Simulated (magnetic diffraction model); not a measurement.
## NdTi3Au: the ordered moment from one line

Space group I4mm (no. 107), a = 4.3240 Å, c = 10.6510 Å.

```
site  atom    x    y       z
  2a    Au  1/2  1/2  0.1338
  2a    Nd  1/2  1/2  0.4843
  4b    Ti    0  1/2  0.2457
  2a    Ti    0    0  0.4025
```

The compound is invented for this exercise: a known structure type with other elements, its cell scaled to their sizes and not relaxed.

Only Nd is taken to order (form factors of Nd3+); orders and moment sizes are assumed, and not adapted to the symmetry. Radiation: neutrons of λ = 2.41 Å, 3° to 90°; isotropic B of 0.36 Å² (Au), 0.53 Å² (Nd) and 0.59 Å² (Ti). The intensities are simulated: I ∝ L Σ (|F_N|² + |F_M⊥|²) for unpolarised neutrons, with F_M = 2.695 fm/μB × Σ f(s) S exp(2πi Q·r) exp(−B s²) at Q = H ± k (one set where k and −k are equivalent), only the part normal to Q counting and L = 1/(sin²θ cos θ). For collinear order S is the moment m, which repeats by lattice and centring translations R with the sign exp(−2πi k·R). Form factors are spin-only for 3d ions and dipole or tabulated for f ions, scattering lengths are Sears's of 1992, and absorption is left out. A label names one of the reflections at its angle. The strongest nuclear line in the range is 100, and lines under 0.2 are left out.

In a first state the assumed order is k = (0 1/2 1/2), collinear moments along [110], 2.3 μB on Nd, with this pattern:

```tsv
2θ (°)	index	nuclear	magnetic
17.30	(0 1/2 1/2)	0.0	16.4
25.37	(0 1/2 -3/2)	0.0	10.7
26.16	(0 0 2)	79.7	0.0
35.01	(1 0 1)	78.2	0.0
36.76	(0 1/2 5/2)	0.0	5.7
36.92	(1 1/2 -1/2)	0.0	6.4
41.56	(1 1/2 3/2)	0.0	6.0
46.42	(1 1 0)	82.5	0.0
49.64	(0 1/2 -7/2)	0.0	3.2
49.77	(1 1/2 -5/2)	0.0	5.0
49.90	(0 3/2 -1/2)	0.0	1.7
52.10	(1 0 3)	100.0	0.0
53.63	(0 3/2 3/2)	0.0	1.7
53.81	(0 0 4)	2.2	0.0
54.06	(1 1 2)	34.6	0.0
60.51	(1 1/2 7/2)	0.0	3.7
```
(The table stops after 16 lines; 22 more lie at higher angle.)

**Question.** Nearer the ordering temperature the line at 17.30° has total intensity 4.1 on the same scale, and all moments have shrunk alike. How large is the Nd moment?

The nuclear part, 0.0, stays, so the magnetic part is 4.1 against 16.4. It goes as m², so m = 2.3 × √(4.1/16.4) = 1.15 μB; the value used was 1.15 μB.

[Logs are printed without paths, hosts, clocks, repeated set-up lines and the standing remarks that a program may print on its own settings, such as how far it seeks lower states.]
